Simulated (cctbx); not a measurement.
# Which space group?

Cell: a = 6.4600 Å, b = 6.4600 Å, c = 6.4600 Å, α = 90.00°, β = 90.00°, γ = 90.00°. Expected content of the cell: Te3 As1 Na9.

Simulated single-crystal data (cctbx): Mo Kα, λ = 0.71073 Å, to d = 0.6 Å, 80 % of the full sphere, strongest reflection 70000 counts, noise from counting, a 3 % proportional error and a noise floor of 4 counts (s.d.); no absorption.

A first pass over the reflections prints:

```text
4144 reflections to d = 0.602 A
centring   violations  <I/sigma> of those
    A       1804 of  2058     12.6
    B       1810 of  2065     12.7
    C       1808 of  2061     12.7
    I       1969 of  2072     19.4
    R       2499 of  2757     17.3
    F       2711 of  3092     12.7
Laue class    unique    Rint  (classes that these axes allow; Friedel mates merged)
P -1             2490   0.020
P 1 2/m 1        1378   0.023
P 1 1 2/m        1384   0.023
P 2/m 1 1        1379   0.023
P m m m           785   0.025
P 4/m             699   0.026
P 4/m m m         430   0.026
R -3 :R           868   0.025
R -3 m :R         502   0.026
P m -3            267   0.027
P m -3 m          170   0.027
space group    extra absences  I>4sigma  <I/sigma>
P 4 3 2                 0          0         -  acentric
P -4 3 m                0          0         -  acentric
P m -3 m                0          0         -  centric
Wilson B = 0.68 A^2   <|E^2-1|> = 0.947 (0.968 centric, 0.736 acentric)   E^2>4: 3.0 %
shell (A)         n   <I/sigma>
 6.46 - 1.20     30     78.7
 1.20 - 0.96     23     78.5
 0.96 - 0.83     21     89.4
 0.83 - 0.76     19     78.9
 0.76 - 0.70     21     87.7
 0.70 - 0.66     17     73.2
 0.66 - 0.63     21     82.7
 0.63 - 0.60     18     77.0
```

**Question.** What are the lattice type, the Laue class and the likely space group?

Every centring test has many violations, so the lattice is primitive.

Rint stays low (0.020 to 0.027) up to P m -3 m, the highest class in these axes.

3 settings pass the absence test. No glide or screw absences show, which leaves P 4 3 2, P -4 3 m and P m -3 m.

⟨|E²−1|⟩ = 0.947 leans to a centrosymmetric structure. The Wilson B of 0.68 Å² means U ≈ 0.0086 Å².

The true group is Pm-3m (no. 221), Laue class m-3m, centrosymmetric. The tables only narrow the choice to the tied entries; cell content, site symmetry and trial solutions must settle it.

The model was made for the exercise: a known structure type with other elements put in, its volume estimated, not relaxed; displacement parameters are assumed.

[Logs are printed without paths, hosts, clocks, repeated set-up lines and the standing remarks that a program may print on its own settings, such as how far it seeks lower states.]
